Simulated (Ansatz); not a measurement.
## One crystal, many levels of theory: ZnSeO3 (Pnma)

What gap does each level of theory give for ZnSeO3 (Pnma), and in what time?

Main program and level: Ansatz 0.2.0; density functionals, hybrids and G0W0, plane waves, PAW.

### Step 1. Set-up

Symmetry: Pnma, No. 62, orthorhombic system. Conventional cell: a = 6.004 Å, b = 7.810 Å, c = 5.136 Å, α = 90.00°, β = 90.00°, γ = 90.00°. Zn has 6 O at 2.03 to 2.34 Å nearest. Nearest to Se lie 3 O at 1.72 to 1.73 Å. Nearest to O lie 1 Se at 1.73 Å and 2 Zn at 2.03 to 2.34 Å. Nearest to O lie 1 Se at 1.72 Å and 2 Zn at 2.21 Å. Farther neighbours and most contacts between anions are not listed.

The cell is the Materials Project's (PBE, PBE+U or r2SCAN) relaxed one; the ions were relaxed with r2SCAN. The default PAW set here is soft_2. Its files were made with PBE.

### Step 2. r2SCAN on the 4×4×4 mesh

Levels along a band path and on the mesh show where this functional puts the band edges.

This step: DFT, r2SCAN, plane waves, PAW.

Contents of input.yaml:

```yaml
crystal:
  lattice:
    - [6.004009, 0.0, 0.0]
    - [0.0, 7.810489, 0.0]
    - [0.0, 0.0, 5.135797]
  atoms:
    - { symbol: Zn, position: [0.0, 0.5, 0.5] }
    - { symbol: Zn, position: [0.5, 0.5, 0.0] }
    - { symbol: Zn, position: [0.5, 0.0, 0.0] }
    - { symbol: Zn, position: [0.0, 0.0, 0.5] }
    - { symbol: Se, position: [0.9617710496, 0.75, 0.0127346654] }
    - { symbol: Se, position: [0.5382289504, 0.25, 0.5127346654] }
    - { symbol: Se, position: [0.4617710496, 0.75, 0.4872653346] }
    - { symbol: Se, position: [0.0382289504, 0.25, 0.9872653346] }
    - { symbol: O, position: [0.1956463275, 0.4206104718, 0.875477039] }
    - { symbol: O, position: [0.3043536725, 0.5793895282, 0.375477039] }
    - { symbol: O, position: [0.6956463275, 0.0793895282, 0.624522961] }
    - { symbol: O, position: [0.8043536725, 0.9206104718, 0.124522961] }
    - { symbol: O, position: [0.8043536725, 0.5793895282, 0.124522961] }
    - { symbol: O, position: [0.6956463275, 0.4206104718, 0.624522961] }
    - { symbol: O, position: [0.3043536725, 0.9206104718, 0.375477039] }
    - { symbol: O, position: [0.1956463275, 0.0793895282, 0.875477039] }
    - { symbol: O, position: [0.0773988991, 0.25, 0.3192540354] }
    - { symbol: O, position: [0.4226011009, 0.75, 0.8192540354] }
    - { symbol: O, position: [0.5773988991, 0.25, 0.1807459646] }
    - { symbol: O, position: [0.9226011009, 0.75, 0.6807459646] }
kpoints:
  mp_grid: { grid: [4, 4, 4] }
  band_path:
    path:
      - [[0.0, 0.0, 0.0], [0.5, 0.0, 0.0], [0.5, 0.5, 0.0], [0.0, 0.5, 0.0], [0.0, 0.0, 0.0], [0.0, 0.0, 0.5], [0.5, 0.0, 0.5], [0.5, 0.5, 0.5], [0.0, 0.5, 0.5], [0.0, 0.0, 0.5]]
      - [[0.5, 0.0, 0.0], [0.5, 0.0, 0.5]]
      - [[0.0, 0.5, 0.0], [0.0, 0.5, 0.5]]
      - [[0.5, 0.5, 0.0], [0.5, 0.5, 0.5]]
    npoints: 10
hamiltonian:
  xc: r2scan
scf:
  occupations: { method: fermi_dirac, width: 0.02 }
  n_extra_bands: 10
output:
  eigenvalues: true
```

Run with:

```sh
> ansatz run input.yaml --threads 16 --pin off --max-ram 82944MiB --backend cuda --events-out ev --progress --plain --runs-dir out --devices 1 --max-vram 78GiB
```

Numbers of over 12 decimals in the logs are rounded to 6 here.

What it wrote:

```text
scf.n_extra_bands = 10 over 92 filled bands (N_el = 184.0): the run solves 102 bands
GPUs: using 1 of 1 available (devices: 1).
Engine: ansatz 0.2.0, aarch64-unknown-linux-gnu
Pseudopotentials: kind: paw
Pseudopotential: Zn, paw, valence charge 12, recommended cutoff 500 eV (meta_gga), Zn.paw.azcp
Pseudopotential: Se, paw, valence charge 16, recommended cutoff 500 eV (meta_gga), Se.paw.azcp
Pseudopotential: O, paw, valence charge 6, recommended cutoff 500 eV (meta_gga), O.paw.azcp
Functional definition: r2SCAN
  parameter k0 = 0.174
  parameter k1 = 0.065
  parameter a1 = 4.9479
  exchange = r2scan_x(k0 = k0, k1 = k1, a1 = a1)
  correlation = r2scan_c
concurrent solve slots: 14 of 16 are kept, ahead of what memory takes: no pass of the eigensolver takes more rounds on 14
device memory: the entry about to start is reckoned to put 13.2 GiB on a device that reports 109.1 GiB free (of which the cap on the GPU budget leaves the run 78.0 GiB)
GPU FFT provider: cuFFT
GPU libraries: cuBLAS 13.8.1, cuFFT 12.4.0, cuSOLVER 12.3.2
GPU matrix products: emulated (plane waves: as basis.precision tells), large ones in fixed point in workspaces of 1.00 GiB
Crystal: 20 atoms, lattice volume = 240.839 Å³
Basis set: ecut = 500 eV, 6087 PW (Γ), exchange–correlation on 180×240×160 points (64 copies of the dense FFT grid, shifted against one another)
Bands: 102, of which v1, the nominal top of the filled ones, is band 92 counted from 1 (91 counted from 0)
Symmetry: 8 space group operations
Space group: Pnma (ITA 62), of the structure as read, at distance tolerance 6.2e-5 Å
k-points: 27 of 64
Non-local potential: Zn, projectors of the file, l = 0: 2, l = 1: 2, l = 2: 3, l = 3: 1
Non-local potential: Se, projectors of the file, l = 0: 2, l = 1: 2, l = 2: 3, l = 3: 1
Non-local potential: O, projectors of the file, l = 0: 2, l = 1: 2, l = 2: 1
PAW form: soft (Blöchl's): semilocal exchange-correlation on the pseudo side does not see the compensation charge
PAW frozen core: Zn, regenerated for the run's functional (the file was generated under x = pbe(κ = 0.804, μ = 0.219515), c = pbe(β = 0.066725))
PAW frozen core: Se, regenerated for the run's functional (the file was generated under x = pbe(κ = 0.804, μ = 0.219515), c = pbe(β = 0.066725))
PAW frozen core: O, regenerated for the run's functional (the file was generated under x = pbe(κ = 0.804, μ = 0.219515), c = pbe(β = 0.066725))
PAW one-centre angular grid: Zn, 590 points (default); XC on 261 of its mesh's 2673 points in the sphere
PAW one-centre angular grid: Se, 590 points (default); XC on 160 Gauss nodes
PAW one-centre angular grid: O, 302 points (default); XC on 160 Gauss nodes
Initial density: superposition of atomic densities (neutral atoms: chi_scale 0, normalization atom), corrected by the library's trained network
Initial wavefunctions: pseudopotential atomic-orbital guess
GPU buffer pool allocated for 108000 grid points (all kernels)
GPU transforms: local potential and band sums: pruned to the plane-wave sphere, on 45×60×40
Functional: x = r2scan, c = r2scan; τ floored in thin density (d = 2e-4 eV/Å³)
SCF iter   1: F=—  HF=-42029.671682 eV  |F-HF|=—  |Δ(HF+E_count)|=         —  Δρ=1.46e-2  dr2=2.82e-1  dr2_τ=8.41e-1  ethr=1.77e-3  ⟨swp⟩=5.7  Hψ=11036  notcnv=0
preconditioner: auto → Resta (q_TF=auto, 2.609 Å⁻¹)  ε∞=6.3  [insulator: Δε(μ)=4.171 eV  Ē_g=12.508 eV  σ=0.020 eV  W_gap=1.00  n_scr=70 (ndim 8)  ℏωp=28.7 eV  f_vac=0.002  D(μ)=0.00/eV (n_scr^D=0)  ε∞_Penn≈6.3]
SCF iter   2: F=—  HF=-42029.826198 eV  |F-HF|=—  |Δ(HF+E_count)|=   1.55e-1  Δρ=5.32e-3  dr2=3.70e-2  dr2_τ=3.57e-3  ethr=1.53e-4  ⟨swp⟩=2.4  Hψ=5357  notcnv=0  defer=86
SCF iter   3: F=—  HF=-42029.826096 eV  |F-HF|=—  |Δ(HF+E_count)|=   1.02e-4  Δρ=3.73e-3  dr2=1.53e-2  dr2_τ=6.78e-4  ethr=2.01e-5  ⟨swp⟩=2.0  Hψ=4364  notcnv=0  defer=86
SCF iter   4: F=—  HF=-42029.825595 eV  |F-HF|=—  |Δ(HF+E_count)|=   5.01e-4  Δρ=5.07e-4  dr2=6.71e-4  dr2_τ=1.36e-4  ethr=8.31e-6  ⟨swp⟩=2.0  Hψ=4093  notcnv=0  defer=86
SCF iter   5: F=—  HF=-42029.825795 eV  |F-HF|=—  |Δ(HF+E_count)|=   2.01e-4  Δρ=2.45e-4  dr2=1.23e-4  dr2_τ=1.20e-5  ethr=3.65e-7  ⟨swp⟩=2.0  Hψ=4575  notcnv=0  defer=86
SCF iter   6: F=—  HF=-42029.825390 eV  |F-HF|=—  |Δ(HF+E_count)|=   4.05e-4  Δρ=1.03e-4  dr2=2.88e-5  dr2_τ=2.67e-6  ethr=6.68e-8  ⟨swp⟩=2.1  Hψ=4553  notcnv=0  defer=86
SCF iter   7: F=—  HF=-42029.825666 eV  |F-HF|=—  |Δ(HF+E_count)|=   2.76e-4  Δρ=3.54e-5  dr2=2.86e-6  dr2_τ=3.10e-7  ethr=1.56e-8  ⟨swp⟩=2.0  Hψ=5152  notcnv=0  defer=86
SCF iter   8: F=—  HF=-42029.825667 eV  |F-HF|=—  |Δ(HF+E_count)|=   7.69e-7  Δρ=1.49e-5  dr2=5.41e-7  dr2_τ=5.27e-8  ethr=1.55e-9  ⟨swp⟩=2.0  Hψ=4590  notcnv=0  defer=86
SCF iter   9: F=-42029.825667 eV  HF=-42029.825667 eV  |F-HF|=3.59e-8  |Δ(HF+E_count)|=   4.24e-8  Δρ=5.78e-6  dr2=7.71e-8  dr2_τ=7.08e-9  ethr=5.43e-11  ⟨swp⟩=5.5  Hψ=9957  notcnv=0
SCF 1 converged in 9 iterations: F = -42029.825667 eV  dr2 = 7.71e-8
[...]
device memory: the entry about to start is reckoned to put 31.2 GiB on a device that reports 109.1 GiB free (of which the cap on the GPU budget leaves the run 78.0 GiB)
NSCF: frozen V_eff on 124 k-points, pencils in batches of 32, up to order 452
SCF converged after 9 iterations
Free energy (F): -42029.825667 eV
Harris-Foulkes:  -42029.825667 eV  (|F-HF|=3.59e-8)
Internal energy: -42029.825667 eV  (E = F + TS)
E sigma→0 (E₀):  -42029.825667 eV
Fermi energy:    9.095683 eV
--- Per-component energies (eV) ---
  E_band       = -1668.488579
  E_kinetic    = 3091.854074
  E_local      = -19954.653361  (includes V_loc(G=0)·N_el)
  E_nonlocal   = 723.523718
  E_hartree    = 8792.099963
  E_xc         = -1752.038227
  E_vxc        = -1886.153107  (∫ρ·V_xc dr)
  E_paw        = -17068.900500  (= ΣΔE_a)
  E_vpaw       = -1342.565003  (= ΣTr[D̂ρ^β])
  E_aug_tail   = 0.010851  (compensation charges beyond the density's cutoff)
  E_vtau       = 115.288171  (kinetic-family band-sum trace: ∫τ·v_τ [+ j·A + Jᵃ·Aᵃ] dr)
  E_ewald      = -15853.549339
  E_core_change = -8.172847  (= ΣΔE_core)
  E_smearing   = -0.000000  (= −TS)
  E_closure    = 0.000000  (closes the sum)
  Σ components = -42029.825667   (vs F -42029.825667, Δ=0.00e0)
--- Band table (eV; the first three rows and the last of 27) ---
  k-point 0: bands = [... 88 lower, 6.2792, 6.4207, 6.7064, 6.8747, 11.4044, 12.0748, 12.1104, 12.7505, ... 6 higher]
  k-point 1: bands = [... 88 lower, 6.4037, 6.5218, 6.6173, 6.8460, 11.7060, 11.8128, 12.0069, 12.1652, ... 6 higher]
  k-point 2: bands = [... 88 lower, 6.3487, 6.3487, 6.7232, 6.7232, 11.6131, 11.6131, 12.0482, 12.0482, ... 6 higher]
  k-point 26: bands = [... 88 lower, 6.8156, 6.8156, 6.8156, 6.8156, 12.0078, 12.0078, 12.0078, 12.0078, ... 6 higher]
```

It took 3.1 s on 1 × NVIDIA GB200 (shared by 2 runs) with 16 threads of Arm Neoverse V2, shared host; peak memory 1.5 GiB.

The column dr2 measures how far the density is from self-consistency, as an energy; F and HF (Harris–Foulkes) agree once it is small.

Numbers from this step:

```
filled bands         : 92
gap                  : 4.157 eV
valence top at       : Y
conduction bottom at : k = (0.250, 0.000, 0.000)
least direct gap     : 4.381 eV
```

Over mesh and path the gap is 4.157 eV, from k = (0.000, 0.500, 0.000) to k = (0.250, 0.000, 0.000). The least direct gap found is 4.381 eV, at k = (0.200, 0.000, 0.000).

### Step 3. r2SCAN+SOC on the 4×4×4 mesh

This run has two-component orbitals with spin-orbit coupling.

This step: DFT, r2SCAN with spin-orbit coupling, plane waves, PAW.

input.yaml, as its differences from that of step 2:

```diff
@@ -30,7 +30,13 @@
     path:
-      - [[0.0, 0.0, 0.0], [0.5, 0.0, 0.0], [0.5, 0.5, 0.0], [0.0, 0.5, 0.0], [0.0, 0.0, 0.0], [0.0, 0.0, 0.5], [0.5, 0.0, 0.5], [0.5, 0.5, 0.5], [0.0, 0.5, 0.5], [0.0, 0.0, 0.5]]
-      - [[0.5, 0.0, 0.0], [0.5, 0.0, 0.5]]
-      - [[0.0, 0.5, 0.0], [0.0, 0.5, 0.5]]
-      - [[0.5, 0.5, 0.0], [0.5, 0.5, 0.5]]
-    npoints: 10
+      - [0.0, 0.0, 0.0]
+      - [0.5, 0.0, 0.0]
+      - [0.5, 0.5, 0.0]
+      - [0.0, 0.5, 0.0]
+      - [0.0, 0.0, 0.5]
+      - [0.5, 0.0, 0.5]
+      - [0.5, 0.5, 0.5]
+      - [0.0, 0.5, 0.5]
+      - [0.25, 0.0, 0.0]
+      - [0.2, 0.0, 0.0]
+    npoints: 1
 hamiltonian:
@@ -38,4 +44,7 @@
 scf:
-  occupations: { method: fermi_dirac, width: 0.02 }
-  n_extra_bands: 10
+  occupations: { method: fixed }
+  n_extra_bands: 20
+magnetization:
+  noncollinear: true
+  spin_orbit: true
 output:
```

What it wrote:

```text
[...]
GPUs: using 1 of 1 available (devices: 1).
[...]
non-collinear run that drives no moment, with spin-orbit: no starting moment large enough to seed its density (crystal.atoms[].spin), no starting occupations that ask for one, no magnetisation constraint and no magnetic field, so the semilocal B_xc is pinned to zero
[...]
Crystal: 20 atoms, lattice volume = 240.839 Å³
Basis set: ecut = 500 eV, 6087 PW (Γ), exchange–correlation on 180×240×160 points (64 copies of the dense FFT grid, shifted against one another)
Bands: 204, of which v1, the nominal top of the filled ones, is band 184 counted from 1 (183 counted from 0)
Symmetry: 8 space group operations + 8 with time reversal
[...]
k-points: 27 of 64
Projection manifold: j_resolved (fully-relativistic pseudo-atomic orbitals)
[...]
SCF iter   1: F=—  HF=-42015.882531 eV  |F-HF|=—  |Δ(HF+E_count)|=         —  Δρ=1.23e-1  dr2=2.86e1  dr2_τ=4.25e-1  dr2_m=0.00e0 (ungated)  ethr=3.10e-3  |M|=0.00e0 ∫|m|=0.00e0 μB  |m|>n=0.0e0 m-floor=0.0e0 τ_xc=0.0e0  β_m=0.30  ⟨swp⟩=4.0  Hψ=12039  notcnv=0  defer=386
[...]
spin=Noncollinear: Resta preconditioning applied to the charge; magnetization (m_x, m_y, m_z) channels mix plain (no charge-response kernel on spin).
SCF iter   2: F=—  HF=-42010.146679 eV  |F-HF|=—  |Δ(HF+E_count)|=    5.74e0  Δρ=7.37e-2  dr2=1.06e1  dr2_τ=4.37e-2  dr2_m=0.00e0 (ungated)  ethr=3.10e-3  |M|=0.00e0 ∫|m|=0.00e0 μB  |m|>n=0.0e0 m-floor=0.0e0 τ_xc=0.0e0  β_m=0.48  ⟨swp⟩=2.0  Hψ=4984  notcnv=0  defer=382
[...]
SCF 1 converged in 11 iterations: F = -42007.381039 eV  dr2 = 1.99e-8
[...]
SCF converged after 11 iterations
[...]
```

Elapsed: 5 s, on 1 × NVIDIA GB200 (shared by 2 runs) with 16 threads; peak memory 1.9 GiB; 29 s of CPU time.

Numbers from this step:

- gap: 4.153 eV
- valence top at: Y
- conduction bottom at: k = (0.250, 0.000, 0.000)
- least direct gap: 4.377 eV

Over mesh and listed points the gap is 4.153 eV, from k = (0.000, 0.500, 0.000) to k = (0.250, 0.000, 0.000). The least direct gap found is 4.377 eV, at k = (0.200, 0.000, 0.000). r2SCAN+SOC against r2SCAN: 4.153 − 4.157 = −0.004 eV, with the same mesh, set of files (read in its fully relativistic form for the spin-orbit run) and cutoff, and both edges at the same k points. The spin-orbit run sees mesh and listed points alone, so its gap is an upper bound: the coupling can move an edge off these points, and the change over the zone, its sign included where it is small, is not known.

### Step 4. HSE06 on the 4×2×4 mesh

HSE06 mixes in a quarter of exact exchange at short range.

This step: DFT, HSE06, plane waves, PAW.

input.yaml, as its differences from that of step 3:

```diff
@@ -27,3 +27,3 @@
 kpoints:
-  mp_grid: { grid: [4, 4, 4] }
+  mp_grid: { grid: [4, 2, 4] }
   band_path:
@@ -42,9 +42,6 @@
 hamiltonian:
-  xc: r2scan
+  xc: hse06
 scf:
   occupations: { method: fixed }
-  n_extra_bands: 20
-magnetization:
-  noncollinear: true
-  spin_orbit: true
+  n_extra_bands: 10
 output:
```

What it wrote:

```text
[...]
GPUs: using 1 of 1 available (devices: 1).
[...]
davidson cushion auto → on  (no smearing: the cushion is to keep the highest requested band from converging to the state above it; pin scf.eigensolver.cushion to override)
[...]
Crystal: 20 atoms, lattice volume = 240.839 Å³
Basis set: ecut = 420 eV, 4715 PW (Γ)
Bands: 102, of which v1, the nominal top of the filled ones, is band 92 counted from 1 (91 counted from 0)
[...]
SCF 1 stopped early in 4 iterations: F = -41952.130910 eV  dr2 = 2.23e-4
[...]
hybrid outer 1: dexx = +1.370e-1 eV, tail = 1.53e-3 eV
[...]
SCF 3 converged in 4 iterations: F = -41954.731277 eV  dr2 = 4.44e-8
hybrid outer 2: dexx = +1.338e-5 eV, tail = 6.18e-7 eV, Δε = 4.21e-3 eV (about 1.66e-4 eV left of the loop's levels)
[...]
E sigma→0 (E₀):  -41954.731269 eV
Fermi energy:    6.433534 eV
[...]
--- Band table (eV; the first three rows and the last of 18) ---
[...]
```

Run time: 28 s. Hardware: 1 × NVIDIA GB200 (shared by 2 runs) with 16 threads; peak memory 2.5 GiB; 4.4 min of CPU time.

Numbers from this step:

| Property | Result |
| --- | --- |
| gap | 5.138 eV |
| valence top at | Y |
| conduction bottom at | k = (0.250, 0.000, 0.000) |
| least direct gap | 5.368 eV |
| exact-exchange fraction | 0.25 |

Over mesh and listed points the gap is 5.138 eV, from k = (0.000, 0.500, 0.000) to k = (0.250, 0.000, 0.000). The least direct gap found is 5.368 eV, at k = (0.200, 0.000, 0.000). HSE06 against r2SCAN: 5.138 − 4.157 = +0.981 eV. The runs also differ in mesh (4×4×4 and 4×2×4) and plane-wave cutoff (500 eV and 420 eV), so how much of this comes from the functional alone is not known.

### Step 5. HSE06+SOC on the 4×2×4 mesh

This step: DFT, HSE06 with spin-orbit coupling, plane waves, PAW.

input.yaml, as its differences from that of step 4:

```diff
@@ -45,3 +45,6 @@
   occupations: { method: fixed }
-  n_extra_bands: 10
+  n_extra_bands: 20
+magnetization:
+  noncollinear: true
+  spin_orbit: true
 output:
```

What it wrote:

```text
[...]
GPUs: using 1 of 1 available (devices: 1).
[...]
Crystal: 20 atoms, lattice volume = 240.839 Å³
Basis set: ecut = 420 eV, 4715 PW (Γ)
Bands: 204, of which v1, the nominal top of the filled ones, is band 184 counted from 1 (183 counted from 0)
Symmetry: 8 space group operations + 8 with time reversal
[...]
k-points: 18 of 32
Projection manifold: j_resolved (fully-relativistic pseudo-atomic orbitals)
[...]
SCF iter   2: F=—  HF=-41953.878905 eV  |F-HF|=—  |Δ(HF+E_count)|=    8.23e0  Δρ=5.18e-2  dr2=3.28e0  dr2_m=0.00e0 (ungated)  ethr=1.50e-2  |M|=0.00e0 ∫|m|=0.00e0 μB  |m|>n=0.0e0 m-floor=0.0e0 τ_xc=0.0e0  β_m=0.35  ⟨swp⟩=3.5  Hψ=9515  notcnv=0  defer=3
[...]
hybrid outer 1: dexx = +1.370e-1 eV, tail = 1.68e-3 eV
[...]
SCF 3 converged in 6 iterations: F = -41949.312202 eV  dr2 = 2.30e-8
[...]
```

Run time: 2 min. Hardware: 1 × NVIDIA GB200 (shared by 2 runs) with 16 threads; peak memory 7 GiB.

Numbers from this step:

```yaml
gap: 5.134 eV
valence_top_at: Y
conduction_bottom_at: k = (0.250, 0.000, 0.000)
least_direct_gap: 5.363 eV
exact_exchange_fraction: 0.25
```

Over mesh and listed points the gap is 5.134 eV, from k = (0.000, 0.500, 0.000) to k = (0.250, 0.000, 0.000). The least direct gap found is 5.363 eV, at k = (0.200, 0.000, 0.000). HSE06+SOC against HSE06: 5.134 − 5.138 = −0.004 eV, with the same mesh, set of files (read in its fully relativistic form for the spin-orbit run) and cutoff, and both edges at the same k points. The spin-orbit run sees mesh and listed points alone, so its gap is an upper bound: the coupling can move an edge off these points, and the change over the zone, its sign included where it is small, is not known.

(Continued in part 2 of 2.)

[Paths, hosts, dates, memory and timing lines, banners, echoed tables and standing remarks are left out of the program output.]

[Logs are printed without paths, hosts, clocks, repeated set-up lines and the standing remarks that a program may print on its own settings, such as how far it seeks lower states.]

[Runs of the session that timed out or met a known fault of the program may be left out.]

[Cells called generated may have been cut or substituted from an entry of the Crystallography Open Database or the Materials Project.]

[Hosts, paths, dates, database ids (printed as entryN), source tags and the programs' standing remarks are cut or masked in the printed files.]

[Where an RPA ε∞ is given, it is that of the G0W0 mesh and is not shown converged in it. Names of k-points follow the symmetry that the program found, which can be lower than the space group named. Band edges on a path are those of the sampled points; other points can move an edge, and change direct to indirect where valleys lie close.]

[Hybrid gaps are those of their k-mesh and are not shown converged in it.]
